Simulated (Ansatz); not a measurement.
# Decaying states in the gap of IF, part 2 of 4

A new crystal, IF: structure, gap and complex bands. It is built by putting I for part of the F in the F structure of space group C2/c, with the volume rescaled by atomic radii. The parent structure comes from the Materials Project.

Ansatz 0.2.0; PBEsol DFT, plane waves, PAW files (the session's first sound run).

So far. Step 2 (Relaxing the new crystal): The largest force component on a free atom ends at 0.0020 eV/Å.

The structure was built from a prototype and need not be the compound's stable phase.

## 3. Band edges

The energy window and the wavevectors of the next steps follow from the band edges, so these are searched first, off the mesh as well.

Input file input.yaml:

```yaml
crystal:
  lattice:
    - [4.0951376144, -1.9695554164, -0.6830519256]
    - [4.0951376144, 1.9695554164, -0.6830519256]
    - [-2.6633956578, 0.0, 7.1789611191]
  atoms:
    - { symbol: I, position: [0.7498942493, 0.7501501261, 0.625030646] }
    - { symbol: F, position: [0.0011142385, 0.498841386, 0.874969354] }
    - { symbol: F, position: [0.498841386, 0.0011142385, 0.374969354] }
    - { symbol: I, position: [0.7501501261, 0.7498942493, 0.125030646] }
kpoints:
  mp_grid: { grid: [6, 6, 4] }
  band_path: { path: [VBM, CBM], npoints: 30 }
scf:
  occupations: { method: fixed }
hamiltonian:
  xc: pbesol
output:
  eigenvalues: true
  write_potential: true
  write_density: true
  volumetric_format: npy
  elf: true
```

The run is started by

```console
$ ansatz run input.yaml --threads 2 --pin off --max-ram 4096MiB --backend cpu --events-out ev --progress --plain --runs-dir out
```

Numbers of over 12 decimals in the logs are rounded to 6 here.

What it wrote:

```text
[...]
Crystal: 4 atoms, lattice volume = 108.639 Å³
Basis set: ecut = 420 eV, 2131 PW (Γ)
Bands: 29, of which v1, the nominal top of the filled ones, is band 24 counted from 1 (23 counted from 0)
Symmetry: 2 space group operations
[...]
k-points: 47 of 144 (time reversal used)
[...]
SCF iter   1: F=—  HF=-16462.678731 eV  |F-HF|=—  |Δ(HF+E_count)|=         —  Δρ=1.18e-2  dr2=1.10e-1  ethr=1.77e-3  ⟨swp⟩=4.9  Hψ=5700  notcnv=0  defer=141
[...]
SCF iter   7: F=-16462.651409 eV  HF=-16462.651409 eV  |F-HF|=3.58e-8  |Δ(HF+E_count)|=   1.55e-7  Δρ=4.73e-6  dr2=2.70e-8  ethr=2.08e-10  ⟨swp⟩=11.4  Hψ=6134  notcnv=0
SCF 1 converged in 7 iterations: F = -16462.651409 eV  dr2 = 2.70e-8
[...]
NSCF: frozen V_eff on 68 k-points
[...]
SCF converged after 7 iterations
Free energy (F): -16462.651409 eV
[...]
Internal energy: -16462.651409 eV  (E = F + TS)
E sigma→0 (E₀):  -16462.651409 eV
Fermi energy:    3.884893 eV
[...]
--- Band table (eV; the first three rows and the last of 47) ---
  k-point 0: bands = [... 20 lower, 2.2369, 3.4099, 3.8067, 3.8849, 4.8776, 7.5524, 9.3099, 10.4701, ... 1 higher]
  k-point 1: bands = [... 20 lower, 2.4589, 3.4659, 3.5482, 3.7949, 5.3053, 7.1239, 9.8392, 10.5994, ... 1 higher]
  k-point 2: bands = [... 20 lower, 2.9804, 2.9804, 3.6170, 3.6170, 6.2298, 6.2298, 10.6095, 10.6095, ... 1 higher]
  k-point 46: bands = [... 20 lower, 2.7168, 2.7168, 3.3954, 3.3954, 6.0956, 6.0956, 11.5504, 11.5504, ... 1 higher]
```

Run time: 21 s. Hardware: 2 threads of Intel Xeon Platinum 8488C (Sapphire Rapids), shared host; peak memory 0.47 GiB; 41 s of CPU time.

The column dr2 measures how far the density is from self-consistency, as an energy; F and HF (Harris–Foulkes) agree once it is small.

This step gave:

| Item | Value |
| --- | --- |
| free energy | -16462.6514 eV |
| Fermi energy | 3.885 eV |
| gap on the k-mesh | 0.6513 eV |
| gap on path | 0.6379 eV, by band count; negative where bands overlap |
| direct gap on path | 0.9555 eV |
| edge places on path | 0, 0.4773 1/A along the path |

Electronic bands along the path, in eV, zero at the Fermi level (highest filled level under fixed occupations); v1 is the highest filled band, c1 the lowest empty one:

| point | v4 | v3 | v2 | v1 | c1 | c2 | c3 | c4 |
| --- | --- | --- | --- | --- | --- | --- | --- | --- |
| VBM | -1.59 | -0.50 | -0.16 | 0.00 | 0.99 | 3.65 | 5.61 | 6.66 |
| halfway | -1.34 | -0.75 | -0.44 | -0.17 | 0.79 | 3.58 | 6.53 | 7.38 |
| CBM | -1.20 | -1.02 | -0.64 | -0.56 | 0.64 | 3.44 | 7.32 | 7.73 |

Electrostatic potential energy in the ac plane of the cell as run, not the conventional one, at fractional y = 0.750, with atoms of I within 0.2 Å of it. With pseudopotentials it is smooth inside the atoms' cores, unlike the true potential.

Values in eV, 23 rows by 14 columns, each cell a mean:
```
  8   9  10  10   9   8   6   2  -4  -6  -3   2   5   7
  8   9  10  10  10   9   8   6   4   4   5   5   6   8
  8   9   9  10  10   9   9   8   7   7   7   6   6   7
  6   8   9  10  10  10   9   9   8   7   6   4   4   4
  3   6   9  10  10  10   9   9   8   5   1  -3  -5  -3
 -1   5   9  10  10  10   9   8   5  -2 -11 -15 -15 -13
 -4   5   9  10  10  10   9   6  -3 -14 -12  -7 -11 -15
 -2   6   9  10  10   9   7   1 -12  -7   6   9  -2 -14
  2   8   9  10  10   9   5  -5 -13   4  10   9  -6 -12
  6   9  10  10  10   8   3  -9 -12   3   6  -4 -13  -5
  8   9  10  10   9   8   2  -9 -16 -13 -14 -15  -6   4
  9   9  10  10   9   8   4  -4 -12 -13 -11  -3   3   7
  9   9  10  10   9   8   6   3   0  -1   2   5   7   8
  9   9  10  10   9   9   8   6   5   5   6   7   8   8
  8   9   9  10  10   9   9   8   6   6   6   6   6   7
  6   8   9  10  10  10   9   8   6   5   4   3   2   3
  2   7   9  10  10  10   9   8   5   2  -4 -10 -11  -7
 -3   5   9  10  10   9   8   6   1 -10 -15 -14 -14 -14
 -4   5   8   9  10   9   7   3  -9 -14  -3   5  -4 -14
 -2   6   9   9   9   8   5  -4 -15  -1  10  10  -3 -14
  3   7   9  10   9   8   3  -9 -12   6  10   3 -12 -10
  6   8   9  10   9   8   2  -9 -13  -4  -4 -12 -12  -1
  8   9  10  10   9   8   3  -6 -15 -16 -16 -11  -2   5
```
Columns run along a (4.6 Å; values clipped at the 3rd and 97th percentile), rows up along c (7.7 Å). Atoms in or near the plane, at fractional coordinates: I at (0.75, 0.63), I at (0.75, 0.13).

Valence density in the ac plane of the cell as run, not the conventional one, at fractional y = 0.750, with atoms of I within 0.2 Å of it. It is the smooth field of the valence electrons, not physical close to the nuclei.

Ten steps, logarithmic in the rise over the least value, from '0' (0 e/Å³) to '9' (17 e/Å³), each cell a mean:
```
10000012222222
10000011111222
10000000011222
10000000011221
11000000012222
21000000123443
31000001246764
31000012479985
21000013589974
10000123689753
00000123465421
00000012333210
00000011222100
00000001222100
00000001222110
11000001222111
21000001222333
31000001234554
31000001358874
21000012489984
10000023689863
10000123577632
10000123444321
```
Columns run along a (4.6 Å), rows up along c (7.7 Å). Atoms in or near the plane, at fractional coordinates: I at (0.75, 0.63), I at (0.75, 0.13).

ELF in the ac plane of the cell as run, not the conventional one, at fractional y = 0.750, with atoms of I within 0.2 Å of it. It is the smooth field of the valence electrons, not physical close to the nuclei.

Ten even steps from '0' (0.01) to '9' (0.87), each cell a mean:
```
31003899742234
31001687422455
10000232112554
11100000012332
56410000012233
89720002344456
99820036765457
99610389753247
98301699734358
85103898632468
41004998654566
00003786543322
00001443222100
01000011343100
45200013554112
88510024542246
99710023322468
99710001234568
99500012453357
76200146644347
42000588633355
10002798744443
10003999765322
```
Columns run along a (4.6 Å), rows up along c (7.7 Å). Atoms in or near the plane, at fractional coordinates: I at (0.75, 0.63), I at (0.75, 0.13).

The searched edges give 0.638 eV, against 0.651 eV on the mesh.

## 4. Complex bands

This step: PBEsol DFT, plane waves, PAW files; complex bands by layer matching along the plane's normal (Ansatz 0.2.0).

The same crystal is laid in a cell whose first two vectors span the (001) plane (indices of the standard conventional cell, whose axes can be ordered otherwise than in the bulk input). At fixed energy and wavevector in the plane the solver finds all kz, real and complex. A few wavevectors are listed, (0, 0), (0.1901, 0.375) and (0.0521, 0.0521) in units of the plane's reciprocal vectors; the slowest state needn't be among them.

Input file input.yaml:

```yaml
crystal:
  lattice:
    - [4.595199729, 0.0, 0.0]
    - [2.906851554, 3.558942904, 0.0]
    - [-3.440671981, -1.632240926, 6.642945511]
  atoms:
    - { symbol: I, position: [0.7498942493, 0.7501501261, 0.625030646] }
    - { symbol: F, position: [0.0011142385, 0.498841386, 0.874969354] }
    - { symbol: F, position: [0.498841386, 0.0011142385, 0.374969354] }
    - { symbol: I, position: [0.7501501261, 0.7498942493, 0.125030646] }
kpoints:
  mp_grid: { grid: [8, 8, 4] }
scf:
  occupations: { method: fixed }
hamiltonian:
  xc: pbesol
output:
  eigenvalues: true
  transmission:
    leads: [[0, 0]]
    kpoints: [[0.0, 0.0], [0.1901, 0.375], [0.0521, 0.0521]]
    e_range: [-1.0, 1.64]
    de: 0.05
```

What it wrote:

```text
[...]
Crystal: 4 atoms, lattice volume = 108.639 Å³
Basis set: ecut = 420 eV, 2131 PW (Γ)
Bands: 29, of which v1, the nominal top of the filled ones, is band 24 counted from 1 (23 counted from 0)
Symmetry: 2 space group operations
[...]
k-points: 78 of 256 (time reversal used)
[...]
SCF iter   1: F=—  HF=-16462.678943 eV  |F-HF|=—  |Δ(HF+E_count)|=         —  Δρ=1.18e-2  dr2=1.10e-1  ethr=1.77e-3  ⟨swp⟩=4.9  Hψ=9393  notcnv=0  defer=234
[...]
SCF iter   7: F=-16462.651672 eV  HF=-16462.651672 eV  |F-HF|=3.85e-8  |Δ(HF+E_count)|=   1.55e-7  Δρ=4.78e-6  dr2=2.78e-8  ethr=2.08e-10  ⟨swp⟩=11.4  Hψ=10183  notcnv=0
SCF 1 converged in 7 iterations: F = -16462.651672 eV  dr2 = 2.78e-8
[...]
transmission: 9 of 27 steps passed
transmission: 18 of 27 steps passed
transmission: 27 of 27 steps passed
SCF converged after 7 iterations
Free energy (F): -16462.651672 eV
[...]
Internal energy: -16462.651672 eV  (E = F + TS)
E sigma→0 (E₀):  -16462.651672 eV
Fermi energy:    3.884763 eV
[...]
--- Band table (eV; the first three rows and the last of 78) ---
  k-point 0: bands = [... 20 lower, 2.2369, 3.4098, 3.8067, 3.8848, 4.8776, 7.5524, 9.3099, 10.4701, ... 1 higher]
  k-point 1: bands = [... 20 lower, 2.4588, 3.4658, 3.5482, 3.7948, 5.3053, 7.1239, 9.8392, 10.5994, ... 1 higher]
  k-point 2: bands = [... 20 lower, 2.9804, 2.9804, 3.6169, 3.6169, 6.2298, 6.2298, 10.6095, 10.6095, ... 1 higher]
  k-point 77: bands = [... 20 lower, 2.7168, 2.7168, 3.3953, 3.3953, 6.0956, 6.0956, 11.5504, 11.5504, ... 1 higher]
--- Transmission ---
  basis      : 143 plane waves across, 9 finite elements along
  points     : 3, as listed
  energies   : 53 from -1.000000 to 1.600000 eV about the Fermi level, 0.050000 eV apart; the leads are filled to 0.342760 eV, and channels, transmission and decay are at 0.350000 eV
  crystal 0  : I2F2, at the sites [0, 0], period 6.6429 Å: whole cells are its period
    offset         : up to 0.0000 Å between an atom of the period and one for which it stands
    channels       : 0.000000e0 a spin
    conductance    : none, the energies end too early or step too widely for 300 K: set another output.transmission.e_range or a lower de, or, where they end at an eighth of basis.ecutwfc, a higher one
    slowest decay  : 0.1607 /Å at (0.1901, 0.3750)
```

Wall time 17 s (2 threads); peak memory 0.52 GiB.

Numbers from this step:

```
free energy                                               : -16462.6517 eV
gap on the k-mesh                                         : 0.6855 eV
level to which the leads are filled                       : 0.3428 eV from the Fermi level
decay constant at the filling level, zone centre          : 0.2563 Å⁻¹
decay constant at the filling level, slowest listed point : 0.1607 Å⁻¹
```

K parallel (0, 0); values up to 1.5 1/Å, a degenerate pair printed once or twice; energies at which all values exceed this have no row. Im kz of the slowest decaying states against energy, zero at the highest filled level on the SCF mesh:

| energy (eV) | decay 1 (Å⁻¹) | decay 2 (Å⁻¹) | decay 3 (Å⁻¹) | decay 4 (Å⁻¹) |
| --- | --- | --- | --- | --- |
| -1.000 | 0.386 | 0.790 | 1.32 | 1.43 |
| -0.800 | 0.373 | 0.575 | 0.890 | 1.32 |
| -0.600 | 0.333 | 0.379 | 0.933 | 1.31 |
| -0.400 | 0.348 | 0.955 | 1.31 | 1.38 |
| -0.200 | 0.328 | 0.968 | 1.30 | 1.37 |
| 0.000 | 0.00504 | 0.140 | 0.306 | 0.975 |
| 0.200 | 0.212 | 0.280 | 0.337 | 0.979 |
| 0.400 | 0.247 | 0.273 | 0.438 | 0.979 |
| 0.600 | 0.206 | 0.316 | 0.504 | 0.977 |
| 0.800 | 0.148 | 0.348 | 0.553 | 0.974 |
| 1.000 | 0.374 | 0.590 | 0.968 | 1.26 |
| 1.200 | 0.394 | 0.620 | 0.962 | 1.25 |
| 1.400 | 0.410 | 0.645 | 0.953 | 1.24 |
| 1.600 | 0.423 | 0.666 | 0.944 | 1.23 |

K parallel (0, 0). Table of Re kz of states that move upwards by energy, zero at the highest filled level on the SCF mesh:

| energy (eV) | channel 1 (Å⁻¹) | channel 2 (Å⁻¹) |
| --- | --- | --- |
| -1.00 | 0.434 | - |
| -0.95 | 0.455 | - |
| -0.85 | -0.451 | - |
| -0.80 | -0.432 | - |
| -0.70 | -0.392 | - |
| -0.65 | -0.372 | - |
| -0.60 | -0.352 | - |
| -0.50 | -0.310 | - |
| -0.45 | -0.289 | 0.157 |
| -0.35 | -0.243 | 0.359 |
| -0.30 | -0.218 | 0.430 |
| -0.25 | -0.450 | -0.191 |
| -0.15 | -0.321 | -0.122 |
| -0.10 | -0.252 | -0.0677 |
| 0.00 | - | - |
| 0.05 | - | - |
| 0.10 | - | - |
| 0.20 | - | - |
| 0.25 | - | - |
| 0.35 | - | - |
| 0.40 | - | - |
| 0.50 | - | - |
| 0.55 | - | - |
| 0.60 | - | - |
| 0.70 | - | - |
| 0.75 | - | - |
| 0.85 | - | - |
| 0.90 | - | - |
| 0.95 | - | - |
| 1.05 | 0.0832 | - |
| 1.10 | 0.114 | - |
| 1.20 | 0.161 | - |
| 1.25 | 0.180 | - |
| 1.30 | 0.198 | - |
| 1.40 | 0.230 | - |
| 1.45 | 0.246 | - |
| 1.55 | 0.274 | - |
| 1.60 | 0.288 | - |

K parallel (0.1901, 0.375); values up to 1.5 1/Å, a degenerate pair printed once or twice; energies at which all values exceed this have no row. The Im kz of the slowest decaying states by energy, zero at the highest filled level on the SCF mesh:

| energy (eV) | decay 1 (Å⁻¹) | decay 2 (Å⁻¹) | decay 3 (Å⁻¹) | decay 4 (Å⁻¹) |
| --- | --- | --- | --- | --- |
| -1.00 | 0.0569 | 0.379 | 1.08 | 1.29 |
| -0.90 | 0.210 | 0.368 | 1.09 | 1.29 |
| -0.80 | 0.205 | 0.356 | 1.11 | 1.29 |
| -0.70 | 0.0980 | 0.340 | 1.12 | 1.30 |
| -0.60 | 0.102 | 0.315 | 1.13 | 1.30 |
| -0.50 | 0.170 | 0.351 | 1.13 | 1.30 |
| -0.40 | 0.136 | 0.216 | 0.411 | 1.14 |
| -0.25 | 0.232 | 0.270 | 0.469 | 1.14 |
| -0.15 | 0.231 | 0.323 | 0.498 | 1.13 |
| -0.05 | 0.224 | 0.364 | 0.521 | 1.13 |
| 0.00 | 0.220 | 0.382 | 0.531 | 1.12 |
| 0.05 | 0.214 | 0.398 | 0.540 | 1.12 |
| 0.15 | 0.200 | 0.426 | 0.557 | 1.11 |
| 0.25 | 0.183 | 0.450 | 0.571 | 1.11 |
| 0.35 | 0.161 | 0.471 | 0.583 | 1.10 |
| 0.45 | 0.132 | 0.490 | 0.594 | 1.09 |
| 0.55 | 0.0919 | 0.507 | 0.603 | 1.08 |
| 0.65 | 0.521 | 0.611 | 1.08 | 1.32 |
| 0.75 | 0.535 | 0.618 | 1.07 | 1.32 |
| 0.85 | 0.547 | 0.624 | 1.06 | 1.31 |
| 1.00 | 0.563 | 0.632 | 1.05 | 1.31 |
| 1.10 | 0.573 | 0.636 | 1.05 | 1.30 |
| 1.20 | 0.582 | 0.639 | 1.04 | 1.30 |
| 1.30 | 0.590 | 0.642 | 1.03 | 1.29 |
| 1.40 | 0.597 | 0.645 | 1.03 | 1.28 |
| 1.50 | 0.604 | 0.647 | 1.02 | 1.28 |
| 1.60 | 0.610 | 0.648 | 1.01 | 1.27 |

K parallel (0.1901, 0.375). Re kz of states that move upwards, channel 1 against energy, zero at the highest filled level on the SCF mesh:

| energy (eV) | Re kz of states that move upwards, channel 1 (Å⁻¹) |
| --- | --- |
| -1.00 | 0.258 |
| -0.95 | 0.325 |
| -0.85 | - |
| -0.80 | 0.451 |
| -0.70 | -0.384 |
| -0.65 | 0.00565 |
| -0.60 | 0.106 |
| -0.50 | -0.256 |
| -0.45 | -0.144 |
| -0.35 | - |
| -0.30 | - |
| -0.25 | - |
| -0.15 | - |
| -0.10 | - |
| 0.00 | - |
| 0.05 | - |
| 0.10 | - |
| 0.20 | - |
| 0.25 | - |
| 0.35 | - |
| 0.40 | - |
| 0.50 | - |
| 0.55 | - |
| 0.60 | - |
| 0.70 | 0.302 |
| 0.75 | 0.331 |
| 0.85 | 0.375 |
| 0.90 | 0.394 |
| 0.95 | 0.411 |
| 1.05 | 0.443 |
| 1.10 | 0.458 |
| 1.20 | -0.460 |
| 1.25 | -0.446 |
| 1.30 | -0.433 |
| 1.40 | -0.407 |
| 1.45 | -0.395 |
| 1.55 | -0.370 |
| 1.60 | -0.358 |

K parallel (0.0521, 0.0521); values up to 1.5 1/Å, a degenerate pair printed once or twice; energies at which all values exceed this have no row. The Im kz of the slowest decaying states by energy, zero at the highest filled level on the SCF mesh:

| energy (eV) | decay 1 (Å⁻¹) | decay 2 (Å⁻¹) | decay 3 (Å⁻¹) | decay 4 (Å⁻¹) |
| --- | --- | --- | --- | --- |
| -1.00 | 0.385 | 0.630 | 0.942 | 1.31 |
| -0.90 | 0.378 | 0.571 | 0.947 | 1.31 |
| -0.80 | 0.372 | 0.499 | 0.954 | 1.31 |
| -0.70 | 0.364 | 0.411 | 0.961 | 1.31 |
| -0.60 | 0.288 | 0.360 | 0.969 | 1.31 |
| -0.50 | 0.353 | 0.975 | 1.30 | 1.32 |
| -0.40 | 0.345 | 0.980 | 1.30 | 1.32 |
| -0.25 | 0.331 | 0.986 | 1.30 | 1.31 |
| -0.15 | 0.321 | 0.989 | 1.29 | 1.31 |
| -0.05 | 0.113 | 0.309 | 0.991 | 1.29 |
| 0.00 | 0.149 | 0.303 | 0.992 | 1.29 |
| 0.05 | 0.168 | 0.176 | 0.297 | 0.992 |
| 0.15 | 0.209 | 0.284 | 0.290 | 0.993 |
| 0.25 | 0.244 | 0.269 | 0.358 | 0.993 |
| 0.35 | 0.253 | 0.272 | 0.408 | 0.992 |
| 0.45 | 0.235 | 0.297 | 0.448 | 0.991 |
| 0.55 | 0.214 | 0.318 | 0.481 | 0.99 |
| 0.65 | 0.189 | 0.336 | 0.508 | 0.988 |
| 0.75 | 0.160 | 0.352 | 0.532 | 0.986 |
| 0.85 | 0.121 | 0.367 | 0.553 | 0.983 |
| 1.00 | 0.386 | 0.580 | 0.978 | 1.25 |
| 1.10 | 0.396 | 0.596 | 0.975 | 1.25 |
| 1.20 | 0.406 | 0.610 | 0.971 | 1.24 |
| 1.30 | 0.415 | 0.623 | 0.967 | 1.24 |
| 1.40 | 0.423 | 0.634 | 0.962 | 1.24 |
| 1.50 | 0.430 | 0.645 | 0.958 | 1.23 |
| 1.60 | 0.436 | 0.655 | 0.953 | 1.23 |

K parallel (0.0521, 0.0521). Table of Re kz of states that move upwards by energy, zero at the highest filled level on the SCF mesh:

| energy (eV) | channel 1 (Å⁻¹) | channel 2 (Å⁻¹) |
| --- | --- | --- |
| -1.00 | 0.415 | - |
| -0.90 | 0.455 | - |
| -0.80 | -0.451 | - |
| -0.75 | -0.431 | - |
| -0.65 | -0.391 | - |
| -0.55 | -0.351 | - |
| -0.45 | -0.308 | 0.350 |
| -0.35 | -0.439 | -0.261 |
| -0.30 | -0.376 | -0.236 |
| -0.20 | -0.258 | -0.175 |
| -0.10 | -0.137 | - |
| 0.00 | 0.0796 | - |
| 0.10 | - | - |
| 0.15 | - | - |
| 0.25 | - | - |
| 0.35 | - | - |
| 0.45 | - | - |
| 0.50 | - | - |
| 0.60 | - | - |
| 0.70 | - | - |
| 0.80 | - | - |
| 0.90 | - | - |
| 0.95 | - | - |
| 1.05 | 0.143 | - |
| 1.15 | 0.195 | - |
| 1.25 | 0.235 | - |
| 1.35 | 0.269 | - |
| 1.40 | 0.284 | - |
| 1.50 | 0.314 | - |
| 1.60 | 0.341 | - |

At the listed wavevectors the last open channel is at +0.00 eV and the next at +0.65 eV on the grid. At +0.35 eV, the grid energy nearest the filling level (the middle of the gap on the SCF mesh), the slowest state at the listed wavevectors decays with κ = 0.161 Å⁻¹, its amplitude falling by e over 6.2 Å. Through 1 nm of this crystal that state's transmission falls by exp(−2 × 0.161 Å⁻¹ × 10 Å) = 0.040.

## 5. Decay over the two-dimensional zone

The listed points could miss the slowest state, so one energy near mid-gap is solved on a mesh of 12×12.

Edit input.yaml of step 4 so:

```diff
@@ -18,6 +18,2 @@
   eigenvalues: true
-  transmission:
-    leads: [[0, 0]]
-    kpoints: [[0.0, 0.0], [0.1901, 0.375], [0.0521, 0.0521]]
-    e_range: [-1.0, 1.64]
-    de: 0.05
+  transmission: { leads: [[0, 0]], kmesh: [12, 12], e_range: [0.32, 0.33], de: 0.05 }
```

What it wrote:

```text
[...]
Crystal: 4 atoms, lattice volume = 108.639 Å³
Basis set: ecut = 420 eV, 2131 PW (Γ)
Bands: 29, of which v1, the nominal top of the filled ones, is band 24 counted from 1 (23 counted from 0)
Symmetry: 2 space group operations
[...]
k-points: 78 of 256 (time reversal used)
[...]
SCF iter   1: F=—  HF=-16462.678943 eV  |F-HF|=—  |Δ(HF+E_count)|=         —  Δρ=1.18e-2  dr2=1.10e-1  ethr=1.77e-3  ⟨swp⟩=4.9  Hψ=9393  notcnv=0  defer=234
[...]
SCF iter   7: F=-16462.651672 eV  HF=-16462.651672 eV  |F-HF|=3.85e-8  |Δ(HF+E_count)|=   1.55e-7  Δρ=4.78e-6  dr2=2.78e-8  ethr=2.08e-10  ⟨swp⟩=11.4  Hψ=10183  notcnv=0
SCF 1 converged in 7 iterations: F = -16462.651672 eV  dr2 = 2.78e-8
[...]
transmission: 72 of 387 steps passed
transmission: 108 of 387 steps passed
[...]
transmission: 387 of 387 steps passed
SCF converged after 7 iterations
Free energy (F): -16462.651672 eV
[...]
Internal energy: -16462.651672 eV  (E = F + TS)
E sigma→0 (E₀):  -16462.651672 eV
Fermi energy:    3.884763 eV
[...]
--- Band table (eV; the first three rows and the last of 78) ---
  k-point 0: bands = [... 20 lower, 2.2369, 3.4098, 3.8067, 3.8848, 4.8776, 7.5524, 9.3099, 10.4701, ... 1 higher]
  k-point 1: bands = [... 20 lower, 2.4588, 3.4658, 3.5482, 3.7948, 5.3053, 7.1239, 9.8392, 10.5994, ... 1 higher]
  k-point 2: bands = [... 20 lower, 2.9804, 2.9804, 3.6169, 3.6169, 6.2298, 6.2298, 10.6095, 10.6095, ... 1 higher]
  k-point 77: bands = [... 20 lower, 2.7168, 2.7168, 3.3953, 3.3953, 6.0956, 6.0956, 11.5504, 11.5504, ... 1 higher]
--- Transmission ---
  basis      : 143 plane waves across, 9 finite elements along
  points     : 43, standing for a mesh of 12 x 12
  energies   : 1 from 0.320000 to 0.320000 eV about the Fermi level; the leads are filled to 0.342760 eV, and channels, transmission and decay are at 0.320000 eV
  crystal 0  : I2F2, at the sites [0, 0], period 6.6429 Å: whole cells are its period
[...]
channels       : 0.000000e0 a spin
    conductance    : none, crystal 0 has no channel at the energies, or these end too early or step too widely for 300 K: set another output.transmission.e_range or a lower de, or, where they end at an eighth of basis.ecutwfc, a higher one
    slowest decay  : 0.1684 /Å at (0.3333, 0.1667)
```

It took 19 s on 2 threads; peak memory 0.57 GiB; 38 s of CPU time.

This step gave:

| Item | Value |
| --- | --- |
| least decay constant on the mesh | 0.1684 Å⁻¹ |

Slowest decay constant (1/Å; 0 where a channel is open) over k1 and k2. At 0.3200 eV from the Fermi level.

Ten even steps from '0' (0.168) to '9' (0.461):
```
233699841012
136898410011
168995101100
499952112101
898521121014
984111211148
841012112589
410121125999
100110159986
111001489863
221014899633
321148984112
```
Columns: k1 (b1) from -0.5 to 0.417; rows upwards: k2 (b2) from -0.5 to 0.417.

The least value on the mesh is 0.168 Å⁻¹ at +0.32 eV. At that energy the listed points give about 0.168 Å⁻¹ by interpolation, so the mesh holds no clearly slower state.

(Part 2 of 4 ends here.)

[Logs are printed without paths, hosts, clocks, repeated set-up lines and the standing remarks that a program may print on its own settings, such as how far it seeks lower states.]

[Hosts, paths, dates, database ids (printed as entryN), source tags and the programs' standing remarks are cut or masked in the printed files.]
